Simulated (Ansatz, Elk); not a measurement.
# Bonding as seen by X-rays: Ca2Ir

Structure refinements treat a crystal as free atoms side by side. For a made-up structure of Ca2Ir (cell and positions from a PBE relaxation) the runs below show what the calculated density changes in F(hkl).

Program: Elk 11.2.3 (patched build). Level of theory: DFT, PBE, all-electron APW+lo, Dirac cores, scalar-relativistic bands, static density, no spin. Results are calculated unless marked as measured.

This account leaves out most program logs.

The structure was built from a prototype and need not be the compound's stable phase.

## 1. Set-up

Symmetry: P6/mmm, No. 191, hexagonal system. Conventional cell: a = 4.913 Å, b = 4.913 Å, c = 3.133 Å, α = 90.00°, β = 90.00°, γ = 120.00°. Ir has 2 Ir at 3.13 Å and 12 Ca at 3.24 Å nearest. Nearest to Ca lie 5 Ca at 2.84 to 3.13 Å and 6 Ir at 3.24 Å. Farther neighbours are not listed.

## 2. Ground state and structure factors

An all-electron density is needed, since X-rays see the cores too. Task 0 finds the density and task 195 Fourier-transforms it; tshift is off so that phases refer to the origin typed.

File elk.in:

```
tasks
  0
  195

xctype
  20

spinpol
  .false.

rgkmax
  7.0

gmaxvr
  14.0

lmaxo
  7

lmaxapw
  8

swidth
  0.002

tshift
  .false.

ramdisk
  .false.

hmaxvr
  5.5

maxscl
  120

epspot
  1e-06

sppath
  './'

avec
  9.28386386890 0.00000000000 0.00000000000
  -4.64193193445 8.04006195575 0.00000000000
  0.00000000000 0.00000000000 5.91976503510

atoms
  2
  'Ir.in'
  1
  0.0000000000 -0.0000000000 0.0000000000   0.000000 0.000000 0.000000
  'Ca.in'
  2
  0.6666666667 0.3333333333 0.5000000000   0.000000 0.000000 0.000000
  0.3333333333 0.6666666667 0.5000000000   0.000000 0.000000 0.000000

ngridk
  5 5 7
```

Command:

```bash
$ OMP_NUM_THREADS=4 elk
```

The job ended after 21 s (4 threads of Intel Xeon Platinum 8259CL at 2.50GHz (Skylake/Cascade Lake), shared host; peak memory 0.16 GiB).

SFACRHO.OUT:

```text

h k l indices transformed by vhmat matrix:
   1.000000000       0.000000000       0.000000000    
   0.000000000       1.000000000       0.000000000    
   0.000000000       0.000000000       1.000000000    

      h      k      l  multipl.   |H|            Re(F)            Im(F)           |F|

      0      0      0      1   0.0000000       117.00000      0.46413189E-16   117.00000    
      0      1      0      6  0.78148469       54.991502      0.30660757E-14   54.991502    
      0      0     -1      2   1.0613910       37.385291      0.99255134E-14   37.385291    
     -1      0     -1     12   1.3180551       79.581623     -0.30660757E-14   79.581623    
     -2      1      0      6   1.3535712       93.151470      0.16330588E-15   93.151470    
     -2      0      0      6   1.5629694       48.844778      0.15330379E-14   48.844778    
     -2      1     -1     12   1.7200889       35.043619      0.13624967E-13   35.043619    
      0      2     -1     12   1.8892920       70.949944     -0.61321514E-14   70.949944    
      2      1      0     12   2.0676141       45.425638      0.76651893E-14   45.425638    
      0      0     -2      2   2.1227820       78.890784     -0.14349723E-13   78.890784    
     -1      1     -2     12   2.2620614       44.186820      0.15330379E-14   44.186820    
      2     -3     -1     24   2.3241297       65.019721      0.15330379E-14   65.019721    
     -3      0      0      6   2.3444541       75.236028      0.93898569E-14   75.236028    
      1     -2      2     12   2.5176096       72.646454      0.25197873E-14   72.646454    
     -3      3      1     12   2.5735220       32.264902      0.23594411E-14   32.264902    
      2     -2      2     12   2.6361101       41.771777     -0.30660757E-14   41.771777    
     -4      2      0      6   2.7071424       69.841206      0.16041602E-17   69.841206    
      3      1      0     12   2.8176831       40.577795      0.30660757E-14   40.577795
```

Elk indexes on the primitive cell of elk.in and gives |H| = 4π sin θ/λ in inverse bohr. Below, one row stands for each form hkl of the conventional cell (m members, Friedel mates merged), F is for one primitive cell and the density is static (no thermal factor). Free-atom factors are Waasmaier and Kirfel's, and R is Σm||F|−|F'||/Σm|F|.

```csv
hkl,m,sin θ/λ (Å⁻¹),"abs F, DFT",neutral atoms,diff.
100,6,0.117,54.992,54.864,+0.128
001,2,0.160,37.385,37.472,-0.087
101,12,0.198,79.582,79.683,-0.101
110,6,0.203,93.151,93.327,-0.176
200,6,0.235,48.845,49.146,-0.301
111,12,0.259,35.044,35.265,-0.221
201,12,0.284,70.950,70.986,-0.036
210,12,0.311,45.426,45.564,-0.138
002,2,0.319,78.891,78.964,-0.073
102,12,0.340,44.187,44.248,-0.061
211,24,0.349,65.020,65.034,-0.015
300,6,0.353,75.236,75.311,-0.075
112,12,0.379,72.647,72.642,+0.004
301,12,0.387,32.265,32.316,-0.052
202,12,0.396,41.772,41.784,-0.013
220,6,0.407,69.841,69.909,-0.067
310,12,0.424,40.578,40.615,-0.037
221,12,0.437,30.937,30.980,-0.043
```

## 3. The highest occupied states alone

An energy window below the Fermi level keeps the highest occupied states, to see at which angles they scatter; shallow core shells can lie inside it and anion s states outside. No new self-consistency is needed.

elk.in, as its differences from that of step 2:

```diff
@@ -1,3 +1,2 @@
 tasks
-  0
   195
@@ -40,2 +39,5 @@
 
+wsfac
+  -0.310410 0.540830
+
 sppath
```

Command:

```bash
$ OMP_NUM_THREADS=4 elk
```

Run time: 8.5 s. Hardware: 4 threads; peak memory 0.16 GiB.

States within 15 eV below the Fermi level hold 13.00 electrons; any levels below the window count with the cores. Their amplitudes can exceed the total, where window and core parts have opposite phase:

| hkl | sin θ/λ (Å⁻¹) | abs F, window | abs F, all |
| --- | --- | --- | --- |
| 100 | 0.117 | 5.548 | 54.992 |
| 001 | 0.160 | 3.920 | 37.385 |
| 101 | 0.198 | 2.662 | 79.582 |
| 110 | 0.203 | 2.442 | 93.151 |
| 200 | 0.235 | 1.502 | 48.845 |
| 111 | 0.259 | 1.045 | 35.044 |
| 201 | 0.284 | 0.995 | 70.950 |
| 210 | 0.311 | 0.409 | 45.426 |
| 002 | 0.319 | 0.595 | 78.891 |
| 102 | 0.340 | 0.203 | 44.187 |

## 4. Another functional

The difference from free atoms is small, so it is set against the change that LDA (Perdew-Wang) makes.

elk.in, as its differences from that of step 3:

```diff
@@ -1,2 +1,3 @@
 tasks
+  0
   195
@@ -4,3 +5,3 @@
 xctype
-  20
+  3
 
@@ -39,5 +40,2 @@
 
-wsfac
-  -0.310410 0.540830
-
 sppath
```

Command:

```bash
$ OMP_NUM_THREADS=4 elk
```

Run time: 15 s. Hardware: 4 threads; peak memory 0.16 GiB.

Against the first run R = 0.02 %; the largest change is -0.028 at 002.

## 5. Basis size

The basis and the expansions that go with it are enlarged, to see whether the differences are converged.

elk.in, as its differences from that of step 4:

```diff
@@ -5,3 +5,3 @@
 xctype
-  3
+  20
 
@@ -11,12 +11,12 @@
 rgkmax
-  7.0
+  8.5
 
 gmaxvr
-  14.0
+  18.0
 
 lmaxo
-  7
+  9
 
 lmaxapw
-  8
+  10
```

Command:

```bash
$ OMP_NUM_THREADS=4 elk
```

Run time: 42 s. Hardware: 4 threads; peak memory 0.28 GiB.

Against the first run R = 0.00 %; the largest change is +0.013 at 001.

## 6. A coarser k-mesh

About half the k-points along each axis test the sampling.

elk.in, as its differences from that of step 5:

```diff
@@ -11,12 +11,12 @@
 rgkmax
-  8.5
+  7.0
 
 gmaxvr
-  18.0
+  14.0
 
 lmaxo
-  9
+  7
 
 lmaxapw
-  10
+  8
 
@@ -59,2 +59,2 @@
 ngridk
-  5 5 7
+  2 2 4
```

Command:

```bash
$ OMP_NUM_THREADS=4 elk
```

Elapsed: 20 s, on 4 threads; peak memory 0.16 GiB; 33 s of CPU time.

Against the first run R = 0.02 %; the largest change is +0.234 at 001.

## 7. Settings against the effect

```
                              run  R against the first run (%)  R against neutral atoms, low angle (%)  wall time
                    PBE, rgkmax 7                         0.00                                    0.23       21 s
                LDA (Perdew-Wang)                         0.02                                    0.23       15 s
rgkmax 8.5 with larger expansions                         0.00                                    0.23       42 s
                     k-mesh 2×2×4                         0.02                                    0.21       20 s
```

## 8. Results

| Item | Value |
| --- | --- |
| R against neutral atoms, sin θ/λ < 0.3 Å⁻¹ | 0.23 % |
| R against neutral atoms, 0.3 to 0.82 Å⁻¹ | 0.11 % |

What this shows: Independent neutral atoms miss the calculated amplitudes by R = 0.23 % below 0.3 Å⁻¹ and 0.11 % from there to 0.82 Å⁻¹; by shells, 0.23 % below 0.15 Å⁻¹ (1 form), 0.23 % 0.15 to 0.3 (6 forms), 0.08 % 0.3 to 0.45 (12 forms), 0.12 % above 0.45 (67 forms). Bonding, aspherical density and the tables' own atoms all enter these figures, and the runs don't part them. The largest change of an amplitude is -0.30 electrons, at 200. The window's part falls from 13.0 electrons at the origin to at most 0.31 between 0.45 and 0.82 Å⁻¹. Below 0.3 Å⁻¹ the changes that finished (LDA (Perdew-Wang), rgkmax 8.5 with larger expansions and k-mesh 2×2×4) move F by R = 0.05 % at most, against the 0.23 % that separates it from free atoms. A single amplitude moves by up to 0.23 electrons, against 0.30 for the largest difference from free atoms. These runs have no spin, though d or f shells may be open. Spin-orbit coupling is left out, which can matter for elements this heavy. Part of the difference isn't bonding: the tables are fits to free atoms and ions calculated by other methods than this functional. Thermal motion, anomalous dispersion and extinction are left out.

[Logs are printed without paths, hosts, clocks, repeated set-up lines and the standing remarks that a program may print on its own settings, such as how far it seeks lower states.]

[Hosts, paths, dates, database ids (printed as entryN), source tags and the programs' standing remarks are cut or masked in the printed files.]
